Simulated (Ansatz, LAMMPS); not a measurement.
**Glassy Ca3Al2Si3O12 (120 atoms): geometry optimisation**

How does glassy Ca3Al2Si3O12 (120 atoms) relax, and what do bonds, charges and levels look like afterwards?

Program: Ansatz 0.2.0. Level of theory: Kohn-Sham DFT, PBE, PAW (set soft_2), plane waves. Results are calculated unless marked as measured.

Measured values to set the calculation against. X-ray diffraction RDF of grossular glass by Okuno and Marumo (1993), peak assigned to Ca-O (as quoted in “Computer modeling of natural silicate melts: what can we learn from ab   initio simulations”, 2009, arxiv:0907.2530): nearest Ca–O distance 2.4 Å.

## 1. Set-up

The cell holds 120 atoms: 12 Al, 18 Ca, 72 O and 18 Si. Its edges and angles: a = 11.667 Å, b = 11.667 Å, c = 11.667 Å, α = 90.0°, β = 90.0°, γ = 90.0°. 120 atoms (12 Al, 18 Ca, 72 O, 18 Si) placed at random at 2.84 g/cm³, melted at 4500 K for 20 ps at fixed volume with the Morse and Coulomb pair potential with partial charges (Pedone, Malavasi, Menziani, Cormack and Segre, J. Phys. Chem. B 110, 11780 (2006)). Quenched from 4500 K to 300 K at 10 K/ps and fixed volume, held 20 ps at zero pressure.

Before any run, some limits are plain. The quench rate of 10 K/ps far exceeds what a furnace or splat quench reaches, so expect more defects and frozen-in strain than in a real sample. The network of bonds at the start is that of the classical potential that made the cell. Only the Γ point is sampled, in a cell whose shortest periodic width is 12 Å.

## 2. The classical run that made the cell

A classical potential supplies the starting structure, since it reaches far longer times than DFT.

This step: classical MD, Morse and Coulomb pair potential with partial charges (Pedone, Malavasi, Menziani, Cormack and Segre, J. Phys. Chem. B 110, 11780 (2006)) (LAMMPS 22 Jul 2025 - Update 4).

Contents of in.lmp:

```
# melt-quench of Al12Ca18O72Si18
units metal
atom_style charge
boundary p p p
region box block 0 11.6422 0 11.6422 0 11.6422
create_box 4 box
mass 1 26.9815   # Al
mass 2 40.0780   # Ca
mass 3 15.9990   # O
mass 4 28.0850   # Si
create_atoms 1 random 12 787998 NULL overlap 1.5 maxtry 2000
create_atoms 2 random 18 788005 NULL overlap 1.5 maxtry 2000
create_atoms 3 random 72 788012 NULL overlap 1.5 maxtry 2000
create_atoms 4 random 18 788019 NULL overlap 1.5 maxtry 2000
pair_style hybrid/overlay pedone 5.5 coul/long 8.0
pair_coeff * * coul/long
pair_coeff 1 3 pedone 0.361581 1.900442 2.164818 0.9   # Al-O
pair_coeff 2 3 pedone 0.030211 2.241334 2.923245 5   # Ca-O
pair_coeff 3 3 pedone 0.042395 1.379316 3.618701 22   # O-O
pair_coeff 3 4 pedone 0.340554 2.006700 2.100000 1   # Si-O
set type 1 charge 1.8
set type 2 charge 1.2
set type 3 charge -1.2
set type 4 charge 2.4
kspace_style pppm 1.0e-4
neigh_modify delay 0 every 1 check yes
thermo_style custom step time temp pe press density
thermo_modify norm yes
timestep 0.002
thermo 100
min_style cg
minimize 1e-4 1e-4 200 2000
reset_timestep 0
velocity all create 4500 787999 mom yes dist gaussian
# [... 11 lines left out ...]
fix md all nvt temp 4500 300 0.2
run 210000 post no
unfix md
thermo 3333
fix md all npt temp 300 300 0.2 iso 0 0 2
run 10000 post no
unfix md
write_dump all custom glass.dump id type xs ys zs modify sort id
```

Command:

```
$ lmp -in in.lmp -log none -nocite
```

Numbers of over 12 decimals in the logs are rounded to 6 here.

Output:

```text
LAMMPS (22 Jul 2025 - Update 4)
Created orthogonal box = (0 0 0) to (11.6422 11.6422 11.6422)
Created 12 atoms
Created 18 atoms
Created 72 atoms
Created 18 atoms
PPPM initialization ...
  G vector (1/distance) = 0.37621483
  grid = 12 12 12
  estimated relative force accuracy = 7.2508869e-05
   Step          Time           Temp          PotEng         Press         Density
         0   0              0              0.68356897     959582.79      2.8440164
        99   0.198          0             -13.431756     -18203.492      2.8440164
Loop time of 0.0708494 s on 1 MPI rank(s) for 99 steps with 120 atoms
Minimization stats:
  Stopping criterion = energy tolerance
  Energy initial, next-to-last, final =
     0.683568966988714  -13.4304700132809  -13.4317563583721
  Force two-norm initial, final = 365.87364 2.3252563
  Iterations, force evaluations = 99 132
   Step          Time           Temp          PotEng         Press         Density
[... 7 lines left out ...]
      3332   6.664          4247.4605     -12.790609      76450.879      2.8440164
      4998   9.996          4665.6058     -12.789213      88453.393      2.8440164
      6664   13.328         4793.2889     -12.897908      83948.907      2.8440164
      8330   16.66          4155.0572     -12.858785      75340.914      2.8440164
      9996   19.992         4715.0317     -12.85992       62563.815      2.8440164
[... 1 line left out ...]
Loop time of 4.55639 s on 1 MPI rank(s) for 10000 steps with 120 atoms
   Step          Time           Temp          PotEng         Press         Density
[... 12 lines left out ...]
Loop time of 90.8579 s on 1 MPI rank(s) for 210000 steps with 120 atoms
   Step          Time           Temp          PotEng         Press         Density
[... 1 line left out ...]
    223311   446.622        342.56955     -13.527036      977.27671      2.8429013
    226644   453.288        282.43127     -13.526837      12453.957      2.8608089
    229977   459.954        288.39345     -13.528765     -5661.4636      2.8472206
    231000   462            289.87801     -13.520478     -8574.5524      2.8258805
Loop time of 5.24811 s on 1 MPI rank(s) for 10000 steps with 120 atoms
```

The job ended after 1.7 min (1 thread of Arm Neoverse V2, shared host; peak memory 0.071 GiB).

## 3. Single point at the start

The forces at the start show how far the geometry lies from a minimum of this functional.

Contents of input.yaml:

```yaml
crystal:
  lattice:
    - [11.66705, 0.0, 0.0]
    - [0.0, 11.66705, 0.0]
    - [0.0, 0.0, 11.66705]
  atoms:
    - { symbol: Al, position: [0.1587, 0.84499, 0.67821] }
    - { symbol: Al, position: [0.41317, 0.87024, 0.32129] }
    - { symbol: Al, position: [0.01768, 0.9463, 0.88815] }
    - { symbol: Al, position: [0.609, 0.30006, 0.50296] }
    - { symbol: Al, position: [0.78102, 0.18942, 0.91187] }
    - { symbol: Al, position: [0.17157, 0.37637, 0.09486] }
    - { symbol: Al, position: [0.81923, 0.55368, 0.71414] }
    - { symbol: Al, position: [0.25074, 0.65532, 0.22483] }
    - { symbol: Al, position: [0.64338, 0.39849, 0.03091] }
    - { symbol: Al, position: [0.51158, 0.48332, 0.41166] }
    - { symbol: Al, position: [0.61205, 0.68845, 0.72207] }
    - { symbol: Al, position: [0.9646, 0.29413, 0.25468] }
    - { symbol: Ca, position: [0.27867, 0.65801, 0.49569] }
    - { symbol: Ca, position: [0.57596, 0.9823, 0.92452] }
    - { symbol: Ca, position: [0.31394, 0.9894, 0.81873] }
    - { symbol: Ca, position: [0.46975, 0.71634, 0.0429] }
    - { symbol: Ca, position: [0.02796, 0.43064, 0.61342] }
    - { symbol: Ca, position: [0.80718, 0.98284, 0.69285] }
    - { symbol: Ca, position: [0.31927, 0.2985, 0.62489] }
    - { symbol: Ca, position: [0.32442, 0.22886, 0.90081] }
    - { symbol: Ca, position: [0.83859, 0.98461, 0.1228] }
    - { symbol: Ca, position: [0.93005, 0.91926, 0.38445] }
    - { symbol: Ca, position: [0.97024, 0.4247, 0.9035] }
    - { symbol: Ca, position: [0.07124, 0.68713, 0.9299] }
    - { symbol: Ca, position: [0.01244, 0.59813, 0.24273] }
    - { symbol: Ca, position: [0.68742, 0.00833, 0.4049] }
    - { symbol: Ca, position: [0.53703, 0.41519, 0.79045] }
    - { symbol: Ca, position: [0.15693, 0.1247, 0.31114] }
    - { symbol: Ca, position: [0.83092, 0.51562, 0.4051] }
    - { symbol: Ca, position: [0.39264, 0.23436, 0.33542] }
    - { symbol: O, position: [0.31882, 0.37286, 0.12152] }
    - { symbol: O, position: [0.66731, 0.76756, 0.83692] }
    - { symbol: O, position: [0.32606, 0.74285, 0.32136] }
    - { symbol: O, position: [0.47196, 0.64922, 0.75331] }
    - { symbol: O, position: [0.2856, 0.14578, 0.49286] }
    - { symbol: O, position: [0.45533, 0.3728, 0.49631] }
    - { symbol: O, position: [0.39761, 0.02459, 0.63867] }
    - { symbol: O, position: [0.86029, 0.65896, 0.8167] }
    - { symbol: O, position: [0.81539, 0.63093, 0.2121] }
    - { symbol: O, position: [0.60832, 0.03568, 0.73232] }
    - { symbol: O, position: [0.0756, 0.93498, 0.23731] }
    - { symbol: O, position: [0.19058, 0.95393, 0.58544] }
    - { symbol: O, position: [0.77833, 0.85327, 0.26246] }
    - { symbol: O, position: [0.41244, 0.81634, 0.87849] }
    - { symbol: O, position: [0.2747, 0.63481, 0.857] }
    - { symbol: O, position: [0.03734, 0.05664, 0.97685] }
    - { symbol: O, position: [0.19859, 0.327, 0.33389] }
    - { symbol: O, position: [0.23949, 0.92206, 0.09128] }
    - { symbol: O, position: [0.01901, 0.44792, 0.40267] }
    - { symbol: O, position: [0.74562, 0.50321, 0.04075] }
    - { symbol: O, position: [0.55769, 0.13905, 0.54141] }
    - { symbol: O, position: [0.97354, 0.70697, 0.4107] }
    - { symbol: O, position: [0.64138, 0.29848, 0.14128] }
    - { symbol: O, position: [0.67163, 0.31126, 0.90994] }
    - { symbol: O, position: [0.74314, 0.11704, 0.23786] }
    - { symbol: O, position: [0.84376, 0.41425, 0.73869] }
    - { symbol: O, position: [0.0475, 0.38633, 0.1701] }
    - { symbol: O, position: [0.95034, 0.57595, 0.03875] }
    - { symbol: O, position: [0.66093, 0.31848, 0.63845] }
    - { symbol: O, position: [0.1268, 0.87561, 0.82009] }
    - { symbol: O, position: [0.299, 0.78555, 0.69012] }
    - { symbol: O, position: [0.2048, 0.46308, 0.51507] }
    - { symbol: O, position: [0.02522, 0.8523, 0.0354] }
    - { symbol: O, position: [0.79622, 0.73429, 0.01235] }
    - { symbol: O, position: [0.14543, 0.72632, 0.15816] }
    - { symbol: O, position: [0.99982, 0.05752, 0.75899] }
    - { symbol: O, position: [0.1927, 0.5551, 0.31877] }
    - { symbol: O, position: [0.30116, 0.41422, 0.80807] }
    - { symbol: O, position: [0.4574, 0.46225, 0.26948] }
    - { symbol: O, position: [0.65352, 0.4559, 0.43671] }
    - { symbol: O, position: [0.90582, 0.23814, 0.98149] }
    - { symbol: O, position: [0.4618, 0.20905, 0.7439] }
    - { symbol: O, position: [0.73564, 0.06359, 0.96459] }
    - { symbol: O, position: [0.80722, 0.195, 0.75857] }
    - { symbol: O, position: [0.61622, 0.75842, 0.59662] }
    - { symbol: O, position: [0.88927, 0.83035, 0.57449] }
    - { symbol: O, position: [0.89517, 0.61099, 0.59706] }
    - { symbol: O, position: [0.20937, 0.14994, 0.76225] }
    [... 36 atom lines left out ...]
    - { symbol: Si, position: [0.95657, 0.72262, 0.5445] }
    - { symbol: Si, position: [0.07644, 0.16477, 0.72386] }
    - { symbol: Si, position: [0.35097, 0.01048, 0.11448] }
    - { symbol: Si, position: [0.5818, 0.72743, 0.46621] }
    - { symbol: Si, position: [0.41412, 0.46737, 0.13731] }
    - { symbol: Si, position: [0.71608, 0.73594, 0.25634] }
kpoints:
  mp_grid: { grid: [1, 1, 1] }
hamiltonian:
  xc: pbe
scf:
  occupations: { method: fixed }
output:
  forces: true
  stress: true
  populations: true
  dos:
    method: { smearing: { sigma: 0.15 } }
    de: 0.1
    projected: { site_lists: { Al: [Al], Ca: [Ca], O: [O], Si: [Si] } }
  eigenvalues: true
```

Command:

```
$ ansatz run input.yaml --threads 4 --pin off --max-ram 8192MiB --backend cpu --events-out ev --progress --plain --runs-dir out
```

Output:

```text
Engine: ansatz 0.2.0, aarch64-unknown-linux-gnu
Pseudopotentials: kind: paw
Pseudopotential: Al, paw, valence charge 3, recommended cutoff 420 eV (normal), Al.paw.azcp
Pseudopotential: Ca, paw, valence charge 10, recommended cutoff 420 eV (normal), Ca.paw.azcp
Pseudopotential: O, paw, valence charge 6, recommended cutoff 420 eV (normal), O.paw.azcp
Pseudopotential: Si, paw, valence charge 4, recommended cutoff 420 eV (normal), Si.paw.azcp
Functional definition: PBE
  parameter kappa = 0.804
  parameter beta = 0.066725
  exchange = pbe_x(kappa = kappa, mu = beta*pi^2/3)
  correlation = pbe_c(beta = beta)
Crystal: 120 atoms, lattice volume = 1588.119 Å³
Basis set: ecut = 420 eV, 31103 PW (Γ), exchange–correlation on 160×160×160 points (8 copies of the dense FFT grid, shifted against one another)
Bands: 480, of which v1, the nominal top of the filled ones, is band 360 counted from 1 (359 counted from 0)
Symmetry: 1 space group operations
Space group: P1 (ITA 1), of the structure as read, at distance tolerance 1.2e-4 Å
k-points: 1
Non-local potential: Al, projectors of the file, l = 0: 2, l = 1: 2, l = 2: 1
Non-local potential: Ca, projectors of the file, l = 0: 3, l = 1: 2, l = 2: 2
Non-local potential: O, projectors of the file, l = 0: 2, l = 1: 2, l = 2: 1
Non-local potential: Si, projectors of the file, l = 0: 2, l = 1: 2, l = 2: 2
PAW form: soft (Blöchl's): semilocal exchange-correlation on the pseudo side does not see the compensation charge
PAW one-centre angular grid: Al, 110 points (default); XC on 64 Gauss nodes
PAW one-centre angular grid: Ca, 110 points (default); XC on 64 Gauss nodes
PAW one-centre angular grid: O, 110 points (default); XC on 64 Gauss nodes
PAW one-centre angular grid: Si, 110 points (default); XC on 64 Gauss nodes
Initial density: superposition of atomic densities (neutral atoms: chi_scale 0, normalization atom), corrected by the library's trained network
Initial wavefunctions: pseudopotential atomic-orbital guess
Functional: x = pbe(κ = 0.804, μ = 0.219515), c = pbe(β = 0.066725)
SCF iter   1: F=—  HF=-91612.461898 eV  |F-HF|=—  |Δ(HF+E_count)|=         —  Δρ=2.01e-3  dr2=8.64e-2  ethr=1.77e-3  ⟨swp⟩=7.0  Hψ=2008  notcnv=0  defer=118
preconditioner: auto → Resta (q_TF=auto, 2.391 Å⁻¹)  ε∞=3.4  [insulator: Δε(μ)=3.168 eV  Ē_g=15.738 eV  n_scr=364 (ndim 8)  ℏωp=24.4 eV  f_vac=0.076  ε∞_Penn≈3.4]
SCF iter   2: F=—  HF=-91612.463437 eV  |F-HF|=—  |Δ(HF+E_count)|=   1.54e-3  Δρ=1.04e-3  dr2=2.01e-2  ethr=1.20e-5  ⟨swp⟩=3.0  Hψ=669  notcnv=0  defer=118
SCF iter   3: F=—  HF=-91612.467267 eV  |F-HF|=—  |Δ(HF+E_count)|=   3.83e-3  Δρ=4.56e-4  dr2=5.40e-3  ethr=2.79e-6  ⟨swp⟩=3.0  Hψ=596  notcnv=0  defer=118
SCF iter   4: F=—  HF=-91612.467399 eV  |F-HF|=—  |Δ(HF+E_count)|=   1.32e-4  Δρ=1.47e-4  dr2=4.03e-4  ethr=7.50e-7  ⟨swp⟩=3.0  Hψ=597  notcnv=0  defer=118
SCF iter   5: F=—  HF=-91612.467524 eV  |F-HF|=—  |Δ(HF+E_count)|=   1.25e-4  Δρ=9.96e-5  dr2=1.31e-4  ethr=5.59e-8  ⟨swp⟩=2.0  Hψ=611  notcnv=0  defer=118
SCF iter   6: F=—  HF=-91612.467505 eV  |F-HF|=—  |Δ(HF+E_count)|=   1.91e-5  Δρ=2.13e-5  dr2=7.06e-6  ethr=1.81e-8  ⟨swp⟩=2.0  Hψ=611  notcnv=0  defer=118
SCF iter   7: F=—  HF=-91612.467574 eV  |F-HF|=—  |Δ(HF+E_count)|=   6.90e-5  Δρ=1.17e-5  dr2=1.71e-6  ethr=9.80e-10  ⟨swp⟩=2.0  Hψ=839  notcnv=0  defer=117
SCF iter   8: F=—  HF=-91612.467575 eV  |F-HF|=—  |Δ(HF+E_count)|=   7.54e-7  Δρ=4.72e-6  dr2=3.21e-7  ethr=2.38e-10  ⟨swp⟩=2.0  Hψ=651  notcnv=0  defer=118
SCF iter   9: F=-91612.467575 eV  HF=-91612.467575 eV  |F-HF|=1.81e-8  |Δ(HF+E_count)|=   2.03e-7  Δρ=1.47e-6  dr2=3.66e-8  ethr=1.39e-11  ⟨swp⟩=18.0  Hψ=3463  notcnv=0
SCF 1 converged in 9 iterations: F = -91612.467575 eV  dr2 = 3.66e-8
  greatest PAW one-centre occupation: 0.995 electrons in one spin orbital (limit 2), on the Ca atom at site 24 (counted from 0), in its partial waves of l = 0
SCF converged after 9 iterations
Free energy (F): -91612.467575 eV
Harris-Foulkes:  -91612.467575 eV  (|F-HF|=1.81e-8)
Internal energy: -91612.467575 eV  (E = F + TS)
E sigma→0 (E₀):  -91612.467575 eV
Fermi energy:    5.528168 eV
--- Per-component energies (eV) ---
  E_band       = -3799.575372
  E_kinetic    = 18988.671552
  E_local      = -45925.573853  (includes V_loc(G=0)·N_el)
  E_nonlocal   = 5172.671803
  E_hartree    = 16515.110184
  E_xc         = -9352.310721
  E_vxc        = -11178.258110  (∫ρ·V_xc dr)
  E_paw        = -41729.278913  (= ΣΔE_a)
  E_vpaw       = -3887.495433  (= ΣTr[D̂ρ^β])
  E_aug_tail   = 0.182470  (compensation charges beyond the density's cutoff)
  E_ewald      = -35281.940098
  E_smearing   = -0.000000  (= −TS)
  E_closure    = 0.000000  (closes the sum)
  Σ components = -91612.467575   (vs F -91612.467575, Δ=0.00e0)
--- Forces (eV/Å), atoms counted from 1 ---
  atom   1  Al    -0.80318259    -1.14584281    -0.78804661
  atom   2  Al    -0.52569913    -1.97512619     0.70177444
  atom   3  Al    -1.31124400     0.52382429    -0.90154997
  atom   4  Al    -1.64612940     0.66311316    -2.16599579
  atom   5  Al    -1.02066403     2.24401789    -0.89180068
  atom   6  Al     0.17419095    -1.79474381     0.12026891
  atom   7  Al     0.37795283     3.63626598     0.06904332
  atom   8  Al     2.63256503     0.77766116     2.11564659
  atom   9  Al     2.02709006    -2.09255946     1.30720129
  atom  10  Al     0.30367763     1.17646150    -0.96685444
  atom  11  Al    -0.57325405    -0.33989829     0.12727250
  atom  12  Al    -0.28337095    -0.59621809    -0.19407046
  atom  13  Ca     0.05051165     0.58335400    -0.03574163
  atom  14  Ca     0.27617893     0.06323552    -0.64499934
[...]
atom 119  Si     0.46655903     1.63130284     1.93146981
  atom 120  Si    -1.96396133    -3.08264404    -1.72754071
  max |Σ_I F_I| component: 2.00e-4 eV/Å
--- Stress (GPa, compression-positive) ---
        7.152884      -1.620605       0.923819
       -1.620601       5.677978      -0.390986
        0.923818      -0.390980       4.651793
  P = ⅓ Tr σ = 5.8276 GPa (58.276 kbar)
--- Band table (eV) ---
  k-point 0: bands = ["-34.9281", "-34.8774", "-34.4627", "-34.4042", [... 464 levels ...], "13.1321", "13.1887", "13.2681", "13.3306", "13.3969", "13.4804", "13.5158", "13.5306", "13.5684", "13.6307", "13.6662", "13.6820"]
--- Löwdin populations: 120 sites ---
  site symbol       q [e]
     0     Al      1.7529
     1     Al      1.7044
     2     Al      1.7983
[...]
119     Si      2.3502
  spilling = 0.013288 (of n_electrons = 720.000000)
```

Elapsed: 33 s, on 4 threads of Arm Neoverse V2, shared host; peak memory 2.3 GiB; 2.1 min of CPU time.

Reading the cycles: dr2 is the Hartree energy of the density residual (eV), the measure of convergence; HF is the Harris–Foulkes estimate of the energy, which meets the free energy F at convergence.

The run gave:

```
free energy                                      : -91612.4676 eV
free energy per atom                             : -763.4372 eV/atom
SCF cycles                                       : 9
pressure                                         : 5.828 GPa
r.m.s. force component                           : 1.515 eV/Å
longest force                                    : 8.457 eV/Å
Fermi energy                                     : 5.528 eV
gap (highest filled to lowest empty level) : 3.102 eV
spilling of the projection                       : 0.01329
```

The r.m.s. force component of 1.5 eV/Å and the pressure of 5.8 GPa set the starting point.

Neighbours are counted within 3.08 Å (O-Ca), 2.12 Å (O-Si), 2.33 Å (O-Al).

Length of the force by element and coordination:

| element | coordination | atoms | mean length of the force (eV/Å) | spread | least | most |
| --- | --- | --- | --- | --- | --- | --- |
| Al | all | 12 | 2.16 | 0.959 | 0.678 | 3.66 |
| Al | 4 | 10 | 2.14 | 1.02 | 0.678 | 3.66 |
| Al | 5 | 2 | 2.24 | 0.562 | 1.68 | 2.80 |
| Ca | all | 18 | 1.09 | 0.481 | 0.301 | 1.99 |
| Ca | 5 | 3 | 1.20 | 0.570 | 0.705 | 1.99 |
| Ca | 6 | 10 | 1.19 | 0.423 | 0.576 | 1.93 |
| Ca | 7 | 3 | 0.953 | 0.485 | 0.301 | 1.46 |
| Ca | 8 | 2 | 0.598 | 0.0888 | 0.509 | 0.687 |
| O | all | 72 | 2.32 | 1.31 | 0.225 | 8.46 |
| O | 2 | 8 | 1.16 | 0.535 | 0.669 | 2.07 |
| O | 3 | 38 | 2.32 | 1.09 | 0.448 | 5.69 |
| O | 4 | 26 | 2.68 | 1.54 | 0.225 | 8.46 |
| Si | all | 18 | 3.12 | 1.61 | 0.592 | 8.28 |

(Part 1 of 3 ends here.)

[Logs are printed without paths, hosts, clocks, repeated set-up lines and the standing remarks that a program may print on its own settings, such as how far it seeks lower states.]

[Hosts, paths, dates, database ids (printed as entryN), source tags and the programs' standing remarks are cut or masked in the printed files.]
